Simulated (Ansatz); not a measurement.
# Au wire along [100], 45 atoms a period: bands along the axis

What gap, if any, does the Au wire along [100], 45 atoms a period have, and how many channels would it open?

Calculated with Ansatz 0.2.0; DFT PBE, plane waves, PAW; relaxation of a wire's period; PAW set soft_1, in the first sound run; inputs show where later runs differ.

**1. The structure**

The cell holds 45 atoms: 45 Au. Cell: a = 19.280 Å, b = 19.280 Å, c = 4.160 Å, α = 90.0°, β = 90.0°, γ = 90.0°. Vacuum lies along a and b. The structure's axis is c.

**2. The relaxed wire**

Band widths follow the bond lengths, so the wire is relaxed first. The atoms and the third cell vector are free; the box across stays fixed as vacuum. A Fermi-Dirac smearing is set since the result may be a metal. The pressure printed is a third of the stress's trace over the whole box, vacuum included; only the stress along the axis is relaxed.

input.yaml

```yaml
crystal:
  lattice:
    - [19.28, 0.0, 0.0]
    - [0.0, 19.28, 0.0]
    - [0.0, 0.0, 4.16]
  atoms:
    - { symbol: Au, position: [0.176348548, 0.392116183, 0.0] }
    - { symbol: Au, position: [0.176348548, 0.607883817, 0.0] }
    - { symbol: Au, position: [0.284232365, 0.284232365, 0.0] }
    - { symbol: Au, position: [0.284232365, 0.5, 0.0] }
    - { symbol: Au, position: [0.284232365, 0.715767635, 0.0] }
    - { symbol: Au, position: [0.392116183, 0.176348548, 0.0] }
    - { symbol: Au, position: [0.392116183, 0.392116183, 0.0] }
    - { symbol: Au, position: [0.392116183, 0.607883817, 0.0] }
    - { symbol: Au, position: [0.392116183, 0.823651452, 0.0] }
    - { symbol: Au, position: [0.5, 0.284232365, 0.0] }
    - { symbol: Au, position: [0.5, 0.5, 0.0] }
    - { symbol: Au, position: [0.5, 0.715767635, 0.0] }
    - { symbol: Au, position: [0.607883817, 0.176348548, 0.0] }
    - { symbol: Au, position: [0.607883817, 0.392116183, 0.0] }
    - { symbol: Au, position: [0.607883817, 0.607883817, 0.0] }
    - { symbol: Au, position: [0.607883817, 0.823651452, 0.0] }
    - { symbol: Au, position: [0.715767635, 0.284232365, 0.0] }
    - { symbol: Au, position: [0.715767635, 0.5, 0.0] }
    - { symbol: Au, position: [0.715767635, 0.715767635, 0.0] }
    - { symbol: Au, position: [0.823651452, 0.392116183, 0.0] }
    - { symbol: Au, position: [0.823651452, 0.607883817, 0.0] }
    - { symbol: Au, position: [0.176348548, 0.284232365, 0.5] }
    - { symbol: Au, position: [0.176348548, 0.5, 0.5] }
    - { symbol: Au, position: [0.176348548, 0.715767635, 0.5] }
    - { symbol: Au, position: [0.284232365, 0.176348548, 0.5] }
    - { symbol: Au, position: [0.284232365, 0.392116183, 0.5] }
    - { symbol: Au, position: [0.284232365, 0.607883817, 0.5] }
    - { symbol: Au, position: [0.284232365, 0.823651452, 0.5] }
    - { symbol: Au, position: [0.392116183, 0.284232365, 0.5] }
    - { symbol: Au, position: [0.392116183, 0.5, 0.5] }
    - { symbol: Au, position: [0.392116183, 0.715767635, 0.5] }
    - { symbol: Au, position: [0.5, 0.176348548, 0.5] }
    - { symbol: Au, position: [0.5, 0.392116183, 0.5] }
    - { symbol: Au, position: [0.5, 0.607883817, 0.5] }
    - { symbol: Au, position: [0.5, 0.823651452, 0.5] }
    - { symbol: Au, position: [0.607883817, 0.284232365, 0.5] }
    - { symbol: Au, position: [0.607883817, 0.5, 0.5] }
    - { symbol: Au, position: [0.607883817, 0.715767635, 0.5] }
    - { symbol: Au, position: [0.715767635, 0.176348548, 0.5] }
    - { symbol: Au, position: [0.715767635, 0.392116183, 0.5] }
    - { symbol: Au, position: [0.715767635, 0.607883817, 0.5] }
    - { symbol: Au, position: [0.715767635, 0.823651452, 0.5] }
    - { symbol: Au, position: [0.823651452, 0.284232365, 0.5] }
    - { symbol: Au, position: [0.823651452, 0.5, 0.5] }
    - { symbol: Au, position: [0.823651452, 0.715767635, 0.5] }
kpoints:
  mp_grid: { grid: [1, 1, 20] }
scf:
  occupations: { method: fermi_dirac, width: 0.05 }
hamiltonian:
  xc: pbe
  pseudopotentials: { kind: paw, azcp: { folder: soft_1 } }
relax:
  cell: { fix: [a, b, alpha, beta, gamma] }
  max_steps: 45
  f_tol: 0.03
```

Run with:

```bash
$ ansatz run input.yaml --threads 16 --pin off --max-ram 61440MiB --backend cuda --events-out ev --progress --plain --runs-dir out --max-vram 78GiB
```

Numbers of over 12 decimals in the logs are rounded to 6 here.

The log of the run:

```text
Engine: ansatz 0.2.0, aarch64-unknown-linux-gnu
Pseudopotentials: kind: paw
Pseudopotential: Au, paw, valence charge 19, recommended cutoff 420 eV (normal), soft_1/Au.paw.azcp
Functional definition: PBE
  parameter kappa = 0.804
  parameter beta = 0.066725
  exchange = pbe_x(kappa = kappa, mu = beta*pi^2/3)
  correlation = pbe_c(beta = beta)
[...]
Crystal: 45 atoms, lattice volume = 1546.349 Å³
Basis set: ecut = 420 eV, 30053 PW (Γ), exchange–correlation on 270×270×60 points (8 copies of the dense FFT grid, shifted against one another)
Bands: 513, of which v1, the nominal top of the filled ones, is band 428 counted from 1 (427 counted from 0)
Symmetry: 16 space group operations
Space group: P4/mmm (ITA 123), of the structure as read, at distance tolerance 1.2e-4 Å
k-points: 11 of 20
Non-local potential: Au, projectors of the file, l = 0: 3, l = 1: 2, l = 2: 2, l = 3: 1
PAW form: soft (Blöchl's): semilocal exchange-correlation on the pseudo side does not see the compensation charge
PAW one-centre angular grid: Au, 590 points (default); XC on 64 Gauss nodes
Initial density: superposition of atomic densities (neutral atoms: chi_scale 0, normalization atom)
Initial wavefunctions: pseudopotential atomic-orbital guess
[...]
Functional: x = pbe(κ = 0.804, μ = 0.219515), c = pbe(β = 0.066725)
SCF iter   1: F=—  HF=-591801.219993 eV  |F-HF|=—  |Δ(HF+E_count)|=         —  Δρ=4.40e-2  dr2=4.05e1  ethr=3.10e-3  ⟨swp⟩=6.0  Hψ=21078  notcnv=0  defer=177
preconditioner: auto → LDOS  [metal: Δε(μ)=0.085 eV  Ē_g=7.983 eV  σ=0.050 eV  W_gap=0.40  n_scr=402 (ndim 8)  ℏωp=21.0 eV  f_vac=0.416  D(μ)=14.47/eV (n_scr^D=44)  β→1.0]
SCF iter   2: F=—  HF=-591803.245112 eV  |F-HF|=—  |Δ(HF+E_count)|=    2.03e0  Δρ=4.82e-2  dr2=3.75e1  ethr=3.10e-3  ⟨swp⟩=3.0  Hψ=11916  notcnv=0  defer=734
[...]
SCF iter  10: F=-591791.350635 eV  HF=-591791.350635 eV  |F-HF|=1.57e-8  |Δ(HF+E_count)|=   1.90e-7  Δρ=1.46e-6  dr2=4.53e-8  ethr=1.17e-11  ⟨swp⟩=4.0  Hψ=17840  notcnv=0
SCF 1 converged in 10 iterations: F = -591791.350635 eV  dr2 = 4.53e-8
  greatest PAW one-centre occupation: 1.000 electrons in one spin orbital (limit 2), on the Au atom at site 10 (counted from 0), in its partial waves of l = 0
relax step   1: F+E_penalty+E_count = -591791.35063505 eV  Δ(F+E_penalty+E_count) = +0.000e0 eV  max|allowed force component| = 6.322e-1 eV/Å  Δτ_max = 0.0000 Å  P = -2.278 GPa  Ω = 1546.349 Å³  fix = [a, b, alpha, beta, gamma]  reactions: a -1.896, b -1.896 GPa  (10 SCF iters, dr2 threshold 1.00e-7 eV, accepted)
[...]
Crystal: 45 atoms, lattice volume = 1474.029 Å³
Basis set: ecut = 420 eV, 28893 PW (Γ), exchange–correlation on 270×270×60 points (8 copies of the dense FFT grid, shifted against one another)
[...]
iter 1 solved again at ethr=9.02e-5 eV; its pass at ethr=3.10e-3 eV (dr2=7.71e-1 eV) is discarded
SCF iter   1: F=—  HF=-591792.061764 eV  |F-HF|=—  |Δ(HF+E_count)|=         —  Δρ=6.63e-3  dr2=7.83e-1  ethr=9.02e-5  ⟨swp⟩=4.0  Hψ=30403  notcnv=0
preconditioner: auto → LDOS  [metal: Δε(μ)=0.013 eV  Ē_g=8.844 eV  σ=0.050 eV  W_gap=0.07  n_scr=402 (ndim 8)  ℏωp=21.5 eV  f_vac=0.422  D(μ)=12.82/eV (n_scr^D=44)  β→1.0]
SCF iter   2: F=—  HF=-591792.139328 eV  |F-HF|=—  |Δ(HF+E_count)|=   7.76e-2  Δρ=6.63e-3  dr2=9.25e-1  ethr=9.02e-5  ⟨swp⟩=3.5  Hψ=14011  notcnv=0  defer=4
[...]
SCF iter   7: F=-591791.898150 eV  HF=-591791.898150 eV  |F-HF|=1.32e-8  |Δ(HF+E_count)|=   3.68e-6  Δρ=6.17e-6  dr2=5.71e-7  ethr=5.26e-10  ⟨swp⟩=4.0  Hψ=16691  notcnv=0
SCF 2 converged in 7 iterations: F = -591791.898150 eV  dr2 = 5.71e-7
relax step   2: F+E_penalty+E_count = -591791.89814979 eV  Δ(F+E_penalty+E_count) = -5.475e-1 eV  max|allowed force component| = 4.882e-1 eV/Å  Δτ_max = 0.1946 Å  P = +2.801 GPa  Ω = 1474.029 Å³  energy of the carried Pulay correction = +1.302e-2 eV  fix = [a, b, alpha, beta, gamma]  reactions: a +2.885, b +2.885 GPa  (7 SCF iters, dr2 threshold 4.50e-6 eV, accepted)
[...]
Crystal: 45 atoms, lattice volume = 1491.071 Å³
[...]
iter 1 solved again at ethr=6.14e-5 eV; its pass at ethr=3.10e-3 eV (dr2=5.25e-1 eV) is discarded
[...]
SCF 3 converged in 6 iterations: F = -591792.424335 eV  dr2 = 3.51e-6
[...]
SCF 4 converged in 7 iterations: F = -591792.524364 eV  dr2 = 5.24e-7
[...]
SCF 5 converged in 6 iterations: F = -591792.541715 eV  dr2 = 3.44e-7
[...]
SCF 6 converged in 7 iterations: F = -591792.526517 eV  dr2 = 4.32e-11
[...]
SCF converged after 7 iterations
[...]
--- Relaxed structure (5 steps of the walk, 5 accepted, 1 SCFs on fresh bases) ---
  F+E_penalty+E_count = -591792.52651710 eV   max|allowed force component| = 1.360e-2 eV/Å   (the final SCF, on the basis selected at the relaxed cell)
  cell:  # Å, volume = 1459.4909 Å³
    - [19.28, 0.0, 0.0]
    - [0.0, 19.28, 0.0]
    - [0.0, 0.0, 3.926335]
  atoms:
    - { symbol: Au, position: [0.168728, 0.395787, 0.0] }
    - { symbol: Au, position: [0.168728, 0.604213, 0.0] }
    - { symbol: Au, position: [0.273983, 0.273983, 0.0] }
    - { symbol: Au, position: [0.279822, 0.5, 0.0] }
    - { symbol: Au, position: [0.273983, 0.726017, 0.0] }
    - { symbol: Au, position: [0.395787, 0.168728, 0.0] }
    - { symbol: Au, position: [0.390189, 0.390189, 0.0] }
    - { symbol: Au, position: [0.390189, 0.609811, 0.0] }
    - { symbol: Au, position: [0.395787, 0.831272, 0.0] }
    - { symbol: Au, position: [0.5, 0.279822, 0.0] }
    - { symbol: Au, position: [0.5, 0.5, 0.0] }
    - { symbol: Au, position: [0.5, 0.720178, 0.0] }
    - { symbol: Au, position: [0.604213, 0.168728, 0.0] }
    - { symbol: Au, position: [0.609811, 0.390189, 0.0] }
    - { symbol: Au, position: [0.609811, 0.609811, 0.0] }
    - { symbol: Au, position: [0.604213, 0.831272, 0.0] }
    - { symbol: Au, position: [0.726017, 0.273983, 0.0] }
    - { symbol: Au, position: [0.720178, 0.5, 0.0] }
    - { symbol: Au, position: [0.726017, 0.726017, 0.0] }
    - { symbol: Au, position: [0.831272, 0.395787, 0.0] }
    - { symbol: Au, position: [0.831272, 0.604213, 0.0] }
    - { symbol: Au, position: [0.172573, 0.292427, 0.500000] }
    - { symbol: Au, position: [0.168325, 0.5, 0.500000] }
    - { symbol: Au, position: [0.172573, 0.707573, 0.500000] }
    - { symbol: Au, position: [0.292427, 0.172573, 0.500000] }
    - { symbol: Au, position: [0.281786, 0.389621, 0.500000] }
    - { symbol: Au, position: [0.281786, 0.610379, 0.500000] }
    - { symbol: Au, position: [0.292427, 0.827427, 0.500000] }
    - { symbol: Au, position: [0.389621, 0.281786, 0.500000] }
    - { symbol: Au, position: [0.389635, 0.5, 0.500000] }
    - { symbol: Au, position: [0.389621, 0.718214, 0.500000] }
    - { symbol: Au, position: [0.5, 0.168325, 0.500000] }
    - { symbol: Au, position: [0.5, 0.389635, 0.500000] }
    - { symbol: Au, position: [0.5, 0.610365, 0.500000] }
    - { symbol: Au, position: [0.5, 0.831675, 0.500000] }
    - { symbol: Au, position: [0.610379, 0.281786, 0.500000] }
    - { symbol: Au, position: [0.610365, 0.5, 0.500000] }
    - { symbol: Au, position: [0.610379, 0.718214, 0.500000] }
    - { symbol: Au, position: [0.707573, 0.172573, 0.500000] }
    - { symbol: Au, position: [0.718214, 0.389621, 0.500000] }
    - { symbol: Au, position: [0.718214, 0.610379, 0.500000] }
    - { symbol: Au, position: [0.707573, 0.827427, 0.500000] }
    - { symbol: Au, position: [0.827427, 0.292427, 0.500000] }
    - { symbol: Au, position: [0.831675, 0.5, 0.500000] }
    - { symbol: Au, position: [0.827427, 0.707573, 0.500000] }
```

Run time: 13 s. Hardware: 1 × NVIDIA GB200 with 16 threads of Arm Neoverse V2, shared host; peak memory 1.7 GiB; 74 s of CPU time.

Relaxation path:

```
step  energy less that of the first step (eV)  largest force component (eV/Å)  pressure (GPa)  volume (Å³)
   1                                   0.0000                          0.6322           -2.28      1546.35
   2                                  -0.5475                          0.4882            2.80      1474.03
   3                                  -1.0737                          0.1110           -0.11      1491.07
   4                                  -1.1737                          0.0752            0.07      1458.47
   5                                  -1.1911                          0.0134            0.01      1459.49
   6                                  -1.1759                          0.0136            0.01      1459.49
```

The log counts 1 steps on a newly chosen plane-wave basis, not all of them marked here; energy and pressure can jump at such steps.

Forces are held to the 16 operations that the run works with; a distortion that breaks them can't arise in this run.

```
cell as run  before  after  change
      c (Å)   4.160  3.926  -5.6 %
```

The atoms that moved most (Å, along periodic axes as changes of fractional coordinates times the final cell, across vacuum about the mean position):

```
atom      dx      dy     dz  length
Au19   0.198   0.198  0.000   0.279
 Au5  -0.198   0.198  0.000   0.279
Au17   0.198  -0.198  0.000   0.279
 Au3  -0.198  -0.198  0.000   0.279
Au24  -0.073  -0.158  0.000   0.174
Au45   0.073  -0.158  0.000   0.174
Au42  -0.158   0.073  0.000   0.174
Au39  -0.158  -0.073  0.000   0.174
```

Numbers from this step:

* energy at zero smearing: -591792.4720 eV
* cell length along the wire: 3.926 Å

The cell's length comes to 3.926 Å with spin left out.

**3. The wire at its relaxed period**

This step: DFT PBE, plane waves, PAW; bands of a perfect wire; PAW set soft_1 (Ansatz 0.2.0).

At the relaxed period the bands are computed along the axis; those that cross an energy going forward count the channels that a perfect wire would open there.

input.yaml

```yaml
crystal:
  lattice:
    - [19.28, 0.0, 0.0]
    - [0.0, 19.28, 0.0]
    - [0.0, 0.0, 3.9263347683]
  atoms:
    - { symbol: Au, position: [0.168727945, 0.395786569, 0.0] }
    - { symbol: Au, position: [0.168727945, 0.604213431, 0.0] }
    - { symbol: Au, position: [0.273983438, 0.273983438, 0.0] }
    - { symbol: Au, position: [0.279822464, 0.5, 0.0] }
    - { symbol: Au, position: [0.273983438, 0.726016562, 0.0] }
    - { symbol: Au, position: [0.395786569, 0.168727945, 0.0] }
    - { symbol: Au, position: [0.390188723, 0.390188723, 0.0] }
    - { symbol: Au, position: [0.390188723, 0.609811277, 0.0] }
    - { symbol: Au, position: [0.395786569, 0.831272055, 0.0] }
    - { symbol: Au, position: [0.5, 0.279822464, 0.0] }
    - { symbol: Au, position: [0.5, 0.5, 0.0] }
    - { symbol: Au, position: [0.5, 0.720177536, 0.0] }
    - { symbol: Au, position: [0.604213431, 0.168727945, 0.0] }
    - { symbol: Au, position: [0.609811277, 0.390188723, 0.0] }
    - { symbol: Au, position: [0.609811277, 0.609811277, 0.0] }
    - { symbol: Au, position: [0.604213431, 0.831272055, 0.0] }
    - { symbol: Au, position: [0.726016562, 0.273983438, 0.0] }
    - { symbol: Au, position: [0.720177536, 0.5, 0.0] }
    - { symbol: Au, position: [0.726016562, 0.726016562, 0.0] }
    - { symbol: Au, position: [0.831272055, 0.395786569, 0.0] }
    - { symbol: Au, position: [0.831272055, 0.604213431, 0.0] }
    - { symbol: Au, position: [0.172572897, 0.292426949, 0.5] }
    - { symbol: Au, position: [0.168324583, 0.5, 0.5] }
    - { symbol: Au, position: [0.172572897, 0.707573051, 0.5] }
    - { symbol: Au, position: [0.292426949, 0.172572897, 0.5] }
    - { symbol: Au, position: [0.281786175, 0.389621065, 0.5] }
    - { symbol: Au, position: [0.281786175, 0.610378935, 0.5] }
    - { symbol: Au, position: [0.292426949, 0.827427103, 0.5] }
    - { symbol: Au, position: [0.389621065, 0.281786175, 0.5] }
    - { symbol: Au, position: [0.389635333, 0.5, 0.5] }
    - { symbol: Au, position: [0.389621065, 0.718213825, 0.5] }
    - { symbol: Au, position: [0.5, 0.168324583, 0.5] }
    - { symbol: Au, position: [0.5, 0.389635333, 0.5] }
    - { symbol: Au, position: [0.5, 0.610364667, 0.5] }
    - { symbol: Au, position: [0.5, 0.831675417, 0.5] }
    - { symbol: Au, position: [0.610378935, 0.281786175, 0.5] }
    - { symbol: Au, position: [0.610364667, 0.5, 0.5] }
    - { symbol: Au, position: [0.610378935, 0.718213825, 0.5] }
    - { symbol: Au, position: [0.707573051, 0.172572897, 0.5] }
    - { symbol: Au, position: [0.718213825, 0.389621065, 0.5] }
    - { symbol: Au, position: [0.718213825, 0.610378935, 0.5] }
    - { symbol: Au, position: [0.707573051, 0.827427103, 0.5] }
    - { symbol: Au, position: [0.827427103, 0.292426949, 0.5] }
    - { symbol: Au, position: [0.831675417, 0.5, 0.5] }
    - { symbol: Au, position: [0.827427103, 0.707573051, 0.5] }
kpoints:
  mp_grid: { grid: [1, 1, 21] }
  band_path: { path: ["Γ", Z], npoints: 90 }
scf:
  occupations: { method: fermi_dirac, width: 0.05 }
hamiltonian:
  xc: pbe
  pseudopotentials: { kind: paw, azcp: { folder: soft_1 } }
output:
  dos: { e_range: [-5, 4] }
  write_potential: true
  write_density: true
  volumetric_format: npy
```

The log of the run:

```text
[...]
Crystal: 45 atoms, lattice volume = 1459.491 Å³
Basis set: ecut = 420 eV, 28613 PW (Γ)
Bands: 513, of which v1, the nominal top of the filled ones, is band 428 counted from 1 (427 counted from 0)
[... 1 set-up line as in the run before ...]
[...]
k-points: 11 of 21
[...]
SCF iter   1: F=—  HF=-591802.767549 eV  |F-HF|=—  |Δ(HF+E_count)|=         —  Δρ=4.66e-2  dr2=4.12e1  ethr=3.10e-3  ⟨swp⟩=6.0  Hψ=20973  notcnv=0  defer=254
[...]
SCF iter   6: F=—  HF=-591792.547377 eV  |F-HF|=—  |Δ(HF+E_count)|=   1.30e-2  Δρ=2.03e-4  dr2=4.54e-4  ethr=1.01e-6  ⟨swp⟩=2.1  Hψ=7617  notcnv=0  defer=754
[...]
SCF iter   8: F=—  HF=-591792.539512 eV  |F-HF|=—  |Δ(HF+E_count)|=   1.92e-2  Δρ=1.65e-5  dr2=4.95e-6  ethr=9.00e-9  ⟨swp⟩=2.0  Hψ=7627  notcnv=0  defer=754
[...]
SCF iter  10: F=-591792.539513 eV  HF=-591792.539513 eV  |F-HF|=2.04e-8  |Δ(HF+E_count)|=   2.98e-7  Δρ=2.42e-6  dr2=6.56e-8  ethr=1.17e-11  ⟨swp⟩=14.0  Hψ=23976  notcnv=0
SCF 1 converged in 10 iterations: F = -591792.539513 eV  dr2 = 6.56e-8
[...]
NSCF: frozen V_eff on 91 k-points
[...]
SCF converged after 10 iterations
[...]
```

The job ended after 22 s (1 × NVIDIA GB200 with 16 threads; peak memory 4.2 GiB; 4.6 min of CPU time).

This step gave:

| Property | Result |
| --- | --- |
| energy at zero smearing | -591792.4936 eV |
| band gap | 0 eV |

The electronic bands at the labelled points (eV, zero at the Fermi level; # counts the bands kept):

```
  point    #54    #55    #56    #57    #58    #59   #60   #61
      Γ  -0.94  -0.86  -0.63  -0.63  -0.13   0.17  0.21  0.21
halfway  -0.32  -0.21   0.00   0.32   0.32   0.71  0.71  0.88
      Z  -0.43  -0.41  -0.41  -0.15  -0.13  -0.04  0.45  0.49
```

Between Γ and Z the bands cross the Fermi level 19 times, so a perfect wire would conduct at least 19 G₀, with spin left out.

**4. What came out**

| Item | Value |
| --- | --- |
| cell length, PBE | 3.926 Å |
| ballistic conductance by band crossings, a lower bound, PBE | 19 G₀ |

What this shows: Under PBE the cell's length is 3.93 Å, and the bands cross the Fermi level 19 times between Γ and Z, which gives a perfect wire at least 19 G₀ (opposite crossings within one step of the path cancel in such a count). Spin-orbit coupling is left out, which matters for the bands of heavy atoms.

[Logs are printed without paths, hosts, clocks, repeated set-up lines and the standing remarks that a program may print on its own settings, such as how far it seeks lower states.]

[Hosts, paths, dates, database ids (printed as entryN), source tags and the programs' standing remarks are cut or masked in the printed files.]
